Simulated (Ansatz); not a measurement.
# SnH (built on the sites of a database entry of ZrH): from the cell to its phonons

Task: relax SnH (built on the sites of a database entry of ZrH), then find its harmonic phonons.

Method: DFT LDA, scalar-relativistic, plane waves, norm-conserving pseudopotentials, in Ansatz 0.2.0.

The structure was built from a prototype and need not be the compound's stable phase.

## Step 1: The starting structure

It takes space group P4_2/mmc (No. 131, tetragonal). Conventional cell: a = 2.701 Å, b = 2.701 Å, c = 4.121 Å, α = 90.00°, β = 90.00°, γ = 90.00°. Sn has 4 H at 1.70 Å nearest. Nearest to H lie 4 Sn at 1.70 Å. Farther neighbours are not listed.

## Step 2: Rough relaxation

A rough relaxation comes first, because large forces or stress need no tight tolerances yet.

Contents of input.yaml:

```yaml
crystal:
  lattice:
    - [2.70107, 0.0, 0.0]
    - [0.0, 2.70107, 0.0]
    - [0.0, 0.0, 4.12142]
  atoms:
    - { symbol: Sn, position: [0.0, 0.5, 0.0] }
    - { symbol: Sn, position: [0.5, 0.0, 0.5] }
    - { symbol: H, position: [0.0, 0.0, 0.75] }
    - { symbol: H, position: [0.0, 0.0, 0.25] }
kpoints:
  mp_grid: { grid: [8, 8, 6] }
hamiltonian:
  xc: lda
  pseudopotentials: { kind: nc }
scf:
  occupations: { method: gaussian, width: 0.1 }
output:
  forces: true
  stress: true
  eigenvalues: true
relax:
  adjacent_minimum: "off"
  f_tol: 0.05
  max_steps: 80
  cell: { stress_tol: 0.5 }
```

Run with:

```console
$ ansatz run input.yaml --threads 8 --pin off --max-ram 14336MiB --backend cpu --events-out ev --progress --plain --runs-dir out
```

Numbers of over 12 decimals in the logs are rounded to 6 here.

Output:

```text
The last accepted step is kept in <dir> (removed where the run ends without a failure and the disk answers)
Engine: ansatz 0.2.0, x86_64-unknown-linux-gnu
Pseudopotentials: kind: nc
Pseudopotential: Sn, nc, valence charge 14, recommended cutoff 979.609905 eV (normal), Sn.nc.azcp (PseudoDojo's, or run here from an input of PseudoDojo's: the run reads no file of this project's for it)
[...]
F+E_penalty+E_count = -4306.19335964 eV   max|allowed force component| = 1.561e-17 eV/Å   (the final SCF, on the basis selected at the relaxed cell)
  cell:  # Å, volume = 63.4960 Å³
    - [3.280721, 0, 0]
    - [0, 3.280721, 0]
    - [0, 0, 5.899393]
  atoms:
    - { symbol: Sn, position: [0, 0.5, 0] }
    - { symbol: Sn, position: [0.5, 0, 0.500000] }
    - { symbol: H, position: [0, 0, 0.75] }
    - { symbol: H, position: [0, 0, 0.250000] }
[key lines of the parts left out:]
SCF converged after 4 iterations
Free energy (F): -4306.193360 eV
Fermi energy:    9.540918 eV
P = ⅓ Tr σ = 0.1095 GPa (1.095 kbar)
```

Run time: 17 s. Hardware: 8 threads of AMD EPYC 7R43, shared host; peak memory 0.63 GiB.

The steps of the relaxation:

```
step  energy less that of the first step (eV)  largest force component (eV/Å)  pressure (GPa)  volume (Å³)
   1                                   0.0000                          0.0000          211.91        30.07
   2                                  -4.6404                          0.0000          124.79        34.59
   3                                  -7.5829                          0.0000           67.62        39.62
   4                                  -9.0593                          0.0000           27.91        44.63
   5                                  -9.4035                          0.0000            2.60        48.04
   6                                  -9.3995                          0.0000           -0.81        48.63
   7                                  -9.4080                          0.0000           -0.19        48.47
  8*                                 -10.2492                          0.0000           26.99        48.47
   9                                 -10.6279                          0.0000           19.67        51.04
  10                                 -10.9981                          0.0000           11.45        54.78
  11                                 -11.2289                          0.0000            3.87        59.29
  12                                 -11.2682                          0.0000           -0.16        61.93
 13*                                 -11.3239                          0.0000            2.00        61.93
  14                                 -11.3440                          0.0000            0.64        63.20
  15                                 -11.3561                          0.0000            0.07        63.62
  16                                 -11.3602                          0.0000           -0.10        63.43
  17                                 -11.3612                          0.0000            0.02        63.50
 18*                                 -11.3630                          0.0000            0.11        63.50
```

Relaxation steps marked * repeat the geometry before them on a plane-wave basis chosen anew for their cell, so energy and pressure can jump there. Relaxation step 6 was tried and not accepted.

Forces are held to the 16 operations that the run works with; a distortion that breaks them can't arise in this run.

```
     cell as run  before  after    change
           a (Å)   2.701  3.281   +21.5 %
           b (Å)   2.701  3.281   +21.5 %
           c (Å)   4.121  5.899   +43.1 %
volume (Å³/atom)    7.52  15.87  +111.2 %
```

The relaxed structure:

```xyz
4
Lattice="3.2807 0.0000 0.0000 0.0000 3.2807 0.0000 0.0000 0.0000 5.8994" Properties=species:S:1:pos:R:3 pbc="T T T"
Sn    0.0000    1.6404    0.0000
Sn    1.6404    0.0000    2.9497
H     0.0000    0.0000    4.4245
H     0.0000    0.0000    1.4748
```

Numbers from this step:

| Property | Result |
| --- | --- |
| pressure | 0.1095 GPa |
| volume per atom | 15.87 Å³ |
| gap on the k-mesh | 0 eV |

In this step the volume went from 7.52 to 15.87 Å³/atom.

## Step 3: Relaxation

The cell and atoms are relaxed, since residual forces and stress would shift the frequencies.

input.yaml, the sections that differ from step 2:

```yaml
crystal:
  lattice:
    - [3.2807214724, 0.0, 0.0]
    - [0.0, 3.2807214724, 0.0]
    - [0.0, 0.0, 5.8993929977]
  atoms:
    - { symbol: Sn, position: [0.0, 0.5, 0.0] }
    - { symbol: Sn, position: [0.5, 0.0, 0.5] }
    - { symbol: H, position: [0.0, 0.0, 0.75] }
    - { symbol: H, position: [0.0, 0.0, 0.25] }
kpoints:
  mp_grid: { grid: [12, 12, 8] }
relax:
  adjacent_minimum: "off"
  f_tol: 0.005
  max_steps: 80
  cell: { stress_tol: 0.05 }
# hamiltonian, scf, output: as in step 2
```

Output:

```text
[...]
Crystal: 4 atoms, lattice volume = 63.496 Å³
Basis set: ecut = 1006.821291 eV, 4607 PW (Γ)
Bands: 19, of which v1, the nominal top of the filled ones, is band 15 counted from 1 (14 counted from 0)
Symmetry: 16 space group operations
[...]
k-points: 140 of 1152
[...]
k-point 139: bands = [... 11 lower, 4.2878, 5.2426, 5.2426, 8.0423, 8.0423, 10.0390, 10.0390, 12.7222]
--- Relaxed structure (9 steps of the walk, 8 accepted, 2 SCFs on fresh bases) ---
[...]
cell:  # Å, volume = 63.1804 Å³
    - [3.206214, 0, 0]
    - [0, 3.206214, 0]
    - [0, 0, 6.146069]
  atoms:
    - { symbol: Sn, position: [0, 0.5, 0] }
    - { symbol: Sn, position: [0.5, 0, 0.5] }
    - { symbol: H, position: [0, 0, 0.75] }
    - { symbol: H, position: [0, 0, 0.25] }
[key lines of the parts left out:]
SCF converged after 5 iterations
Free energy (F): -4306.195063 eV
Fermi energy:    9.725466 eV
P = ⅓ Tr σ = 0.0041 GPa (0.041 kbar)
```

The job ended after 33 s (8 threads; peak memory 0.87 GiB).

The steps of the relaxation:

```
step  energy less that of the first step (eV)  largest force component (eV/Å)  pressure (GPa)  volume (Å³)
   1                                   0.0000                          0.0000            0.24        63.50
   2                                  -0.0080                          0.0000           -0.41        64.04
   3                                  -0.0113                          0.0000            0.21        62.68
   4                                  -0.0117                          0.0000           -0.04        63.04
   5                                  -0.0120                          0.0000           -0.06        63.18
   6                                  -0.0097                          0.0000            0.03        63.45
   7                                  -0.0121                          0.0000            0.00        63.15
   8                                  -0.0121                          0.0000            0.02        63.18
  9*                                  -0.0123                          0.0000            0.04        63.18
  10                                  -0.0123                          0.0000            0.00        63.18
 11*                                  -0.0123                          0.0000            0.00        63.18
```

Relaxation steps marked * repeat the geometry before them on a plane-wave basis chosen anew for their cell, so energy and pressure can jump there. Relaxation step 6 was tried and not accepted.

The run keeps the 16 symmetry operations that it works with, so distortions that break them were not tested.

```
conventional cell, symmetrised  before  after  change
                         a (Å)   3.281  3.206  -2.3 %
                         b (Å)   3.281  3.206  -2.3 %
                         c (Å)   5.899  6.146  +4.2 %
              volume (Å³/atom)   15.87  15.80  -0.5 %
```

This step gave:

```yaml
pressure: 0.004063 GPa
volume_per_atom: 15.80 Å³
```

In this step the volume went from 15.87 to 15.80 Å³/atom.

## Step 4: Tight relaxation

Phonons need a cell at rest on their own settings, so the relaxation is repeated with tight tolerances on forces and stress on the k mesh and occupations of the first response run.

input.yaml, the sections that differ from step 3:

```yaml
crystal:
  lattice:
    - [3.206214037, 0.0, 0.0]
    - [0.0, 3.206214037, 0.0]
    - [0.0, 0.0, 6.1460690138]
  atoms:
    - { symbol: Sn, position: [0.0, 0.5, 0.0] }
    - { symbol: Sn, position: [0.5, 0.0, 0.5] }
    - { symbol: H, position: [0.0, 0.0, 0.75] }
    - { symbol: H, position: [0.0, 0.0, 0.25] }
scf:
  occupations: { method: methfessel_paxton, width: 0.2 }
relax:
  adjacent_minimum: "off"
  f_tol: 0.001
  max_steps: 60
  cell: { stress_tol: 0.01 }
# kpoints, hamiltonian, output: as in step 3
```

Output:

```text
[...]
Crystal: 4 atoms, lattice volume = 63.180 Å³
Basis set: ecut = 1006.821291 eV, 4587 PW (Γ)
Bands: 19, of which v1, the nominal top of the filled ones, is band 15 counted from 1 (14 counted from 0)
Symmetry: 16 space group operations
[...]
k-points: 140 of 1152
[...]
--- Relaxed structure (6 steps of the walk, 5 accepted, 1 SCFs on fresh bases) ---
[...]
cell:  # Å, volume = 63.1828 Å³
    - [3.204434, 0.0, 0.0]
    - [0.0, 3.204434, 0.0]
    - [0.0, 0.0, 6.153129]
  atoms:
    - { symbol: Sn, position: [0, 0.5, 0] }
    - { symbol: Sn, position: [0.5, 0, 0.5] }
    - { symbol: H, position: [0, 0, 0.750000] }
    - { symbol: H, position: [0, 0, 0.25] }
[key lines of the parts left out:]
SCF converged after 4 iterations
Free energy (F): -4306.191725 eV
Fermi energy:    9.722161 eV
P = ⅓ Tr σ = -0.0059 GPa (-0.059 kbar)
```

Elapsed: 20 s, on 8 threads; peak memory 0.87 GiB.

Step by step:

```
step  energy less that of the first step (eV)  largest force component (eV/Å)  pressure (GPa)  volume (Å³)
   1                                   0.0000                          0.0000            0.01        63.18
   2                                   0.0000                          0.0000           -0.02        63.21
   3                                   0.0000                          0.0000            0.00        63.19
   4                                   0.0000                          0.0000            0.00        63.19
   5                                   0.0000                          0.0000           -0.01        63.19
   6                                   0.0000                          0.0000           -0.01        63.18
  7*                                   0.0000                          0.0000           -0.01        63.18
```

Relaxation steps marked * repeat the geometry before them on a plane-wave basis chosen anew for their cell, so energy and pressure can jump there. Relaxation step 2 was tried and not accepted.

Forces are held to the 16 operations that the run works with; a distortion that breaks them can't arise in this run.

```
conventional cell, symmetrised  before  after  change
                         a (Å)   3.206  3.204  -0.1 %
                         b (Å)   3.206  3.204  -0.1 %
                         c (Å)   6.146  6.153  +0.1 %
              volume (Å³/atom)   15.80  15.80  +0.0 %
```

Final coordinates:

```cif
data_structure
_symmetry_space_group_name_H-M 'P 1'
_symmetry_Int_Tables_number 1
_cell_length_a 3.2044
_cell_length_b 3.2044
_cell_length_c 6.1531
_cell_angle_alpha 90.000
_cell_angle_beta 90.000
_cell_angle_gamma 90.000
_cell_volume 63.18
loop_
_atom_site_label
_atom_site_type_symbol
_atom_site_fract_x
_atom_site_fract_y
_atom_site_fract_z
_atom_site_occupancy
Sn1 Sn 0.00000 0.50000 0.00000 1
Sn2 Sn 0.50000 0.00000 0.50000 1
H3 H 0.00000 0.00000 0.75000 1
H4 H 0.00000 0.00000 0.25000 1
```

This step gave:

```yaml
pressure: -0.005883 GPa
```

The forces vanish by symmetry and the pressure is -0.006 GPa, within the tolerances set. The cell now holds 15.80 Å³/atom.

## Step 5: Linear response at the zone centre

The zone centre comes first: it holds the modes that light can see, as far as symmetry allows. No field response is asked, since the mesh shows no gap.

input.yaml, the sections that differ from step 4:

```yaml
crystal:
  lattice:
    - [3.2044336889, 0.0, 0.0]
    - [0.0, 3.2044336889, 0.0]
    - [0.0, 0.0, 6.1531286746]
  atoms:
    - { symbol: Sn, position: [0.0, 0.5, 0.0] }
    - { symbol: Sn, position: [0.5, 0.0, 0.5] }
    - { symbol: H, position: [0.0, 0.0, 0.75] }
    - { symbol: H, position: [0.0, 0.0, 0.25] }
output:
  eigenvalues: true
phonons:
  method: dfpt
# kpoints, hamiltonian, scf: as in step 4
# relax: removed
```

Output:

```text
zone centre: on kpoints.mp_grid the ground state, and the responses unless they are solved on pairs of k-points, stand on 245 of the mesh's 1152 k-points, reduced under 4 symmetry operations, with k and −k counted as one. Each operation leaves every solved displacement unchanged or reverses it
[...]
Crystal: 4 atoms, lattice volume = 63.183 Å³
Basis set: ecut = 1006.821291 eV, 4587 PW (Γ), exchange–correlation on 72×72×128 points (8 copies of the dense FFT grid, shifted against one another)
Bands: 19, of which v1, the nominal top of the filled ones, is band 15 counted from 1 (14 counted from 0)
Symmetry: 16 space group operations
k-points: 245 of 1152 (irreducible under 4 space group operations, time reversal used)
[...]
SCF iter   1: F=—  HF=-4306.533794 eV  |F-HF|=—  |Δ(HF+E_count)|=         —  Δρ=3.64e-2  dr2=9.69e-1  ethr=3.10e-3  ⟨swp⟩=6.2  Hψ=47202  notcnv=0  defer=24
automatic band count: the SCF goes on with 23 bands, as 19 were too few: they end inside the smearing window of the response
[...]
SCF iter   2: F=—  HF=-4306.289305 eV  |F-HF|=—  |Δ(HF+E_count)|=   2.44e-1  S|Δr|=    0.00e0  Δρ=1.88e-2  dr2=2.87e-1  ethr=3.10e-3  ⟨swp⟩=1.5  Hψ=7844  notcnv=0  defer=36
[...]
SCF iter  10: F=-4306.191725 eV  HF=-4306.191725 eV  |F-HF|=0.00e0  |Δ(HF+E_count)|=  9.09e-13  S|Δr|=    0.00e0  Δρ=6.11e-8  dr2=2.55e-12  ethr=1.00e-12  ⟨swp⟩=13.3  Hψ=33166  notcnv=0
SCF 1 converged in 10 iterations: F = -4306.191725 eV  dr2 = 2.55e-12
DFPT response loops at Γ: preconditioner auto → Kerker (q_TF=auto, 2.410 Å⁻¹) (partly filled bands, converged f_vac=0.000); β = 1.00, the filter's whole step (`scf.mixing.beta` (0.50) is not read by the response loops under this deck's `scf.mixing.preconditioner`; to damp them name `kerker` or `kerker_dos`, under which they read `scf.mixing.beta`, and type it under 1.00, their step now; both keys bind the ground state too); Broyden in place of MSR1
SCF converged after 10 iterations
[...]
Free energy (F): -4306.191725 eV
[...]
Internal energy: -4306.192801 eV  (E = F + TS)
E sigma→0 (E₀):  -4306.191994 eV
Entropy (-TS):   0.001076 eV (0.269 meV/atom)
Fermi energy:    9.722162 eV
[...]
--- Band table (eV; the first three rows and the last of 245) ---
  k-point 0: bands = [... 11 lower, 1.4735, 2.3186, 11.0793, 13.1863, 13.1863, 13.3545, 14.6511, 15.9182, ... 4 higher]
  k-point 1: bands = [... 11 lower, 0.8662, 3.0438, 10.6181, 13.2518, 13.2518, 13.3641, 14.5675, 15.7218, ... 4 higher]
  k-point 2: bands = [... 11 lower, 0.0854, 4.1759, 9.5150, 13.4396, 13.4461, 13.4461, 14.3544, 15.2586, ... 4 higher]
  k-point 244: bands = [... 11 lower, 4.2930, 5.2505, 5.2505, 8.0426, 8.0426, 10.0460, 10.0460, 12.7078, ... 4 higher]
--- Phonons (Γ-DFPT): 5 representative perturbations + reference, on 245 of 1152 k-points (Σ response iterations 18) ---
  k mesh reduced under 4 symmetry operations, with k and −k counted as one. Each operation leaves every solved displacement unchanged or reverses it
  ASR residual: 1.413e-5 → 0.000e0 eV/Å²; symmetrization residual: 3.339e-6 eV/Å²
  ASR residual per site (eV/Å²): 1.41e-5 1.41e-5 1.11e-5 1.11e-5
  Γ frequencies (cm⁻¹): -21.76 -21.76 0.00 0.00 0.00 109.61 109.61 115.02 232.33 379.58 502.73 502.73
  non-analytic LO–TO correction: not included (Born effective charges unavailable; polar crystals: no LO–TO splitting at Γ)
```

Run time: 53 s. Hardware: 8 threads; peak memory 2.8 GiB.

This step gave:

```yaml
sum_rule_residual_before_enforcement: 1.41e-5 eV/Å²
point_group: 4/mmm
highest_optical_mode_at_the_zone_centre_no_lo_to_term: 502.7 cm⁻¹
lowest_optical_zone_centre_mode: -21.76 cm⁻¹
```

Patterns of degenerate modes are one choice out of their space. Modes at Γ, with each element's share of the kinetic energy (negative means imaginary):

```
mode  frequency (cm⁻¹)  symmetry  Sn %  H %
   1             -21.8        Eu    93    7
   2             -21.8        Eu    93    7
   3               0.0  acoustic    99    1
   4               0.0  acoustic    99    1
   5               0.0  acoustic    99    1
   6             109.6        Eu     8   92
   7             109.6        Eu     8   92
   8             115.0       B2u   100    0
   9             232.3       A2u     1   99
  10             379.6       B1g     0  100
  11             502.7        Eg     0  100
  12             502.7        Eg     0  100
```

Displacements in mode 2 (-21.8 cm⁻¹), the largest set to 1:
```
Sn1 -0.33  0.00  0.00
Sn2  0.35  0.00  0.00
H3  -1.00 -0.01  0.00
H4  -1.00 -0.01  0.00
```

Displacements in mode 12 (502.7 cm⁻¹), the largest set to 1:
```
Sn1  0.00  0.00  0.00
Sn2  0.00  0.00  0.00
H3   1.00  0.01  0.00
H4  -1.00 -0.01  0.00
```

Before it was imposed, the acoustic sum rule was missed by 1.4e-5 eV/Å². Small misses are needed for a sound result but don't prove that mesh and cutoff are converged. The lowest optical mode is imaginary, 21.8i cm⁻¹, so the energy falls along it.

[end of part 1 of 2]

[Logs are printed without paths, hosts, clocks, repeated set-up lines and the standing remarks that a program may print on its own settings, such as how far it seeks lower states.]

[Hosts, paths, dates, database ids (printed as entryN), source tags and the programs' standing remarks are cut or masked in the printed files.]
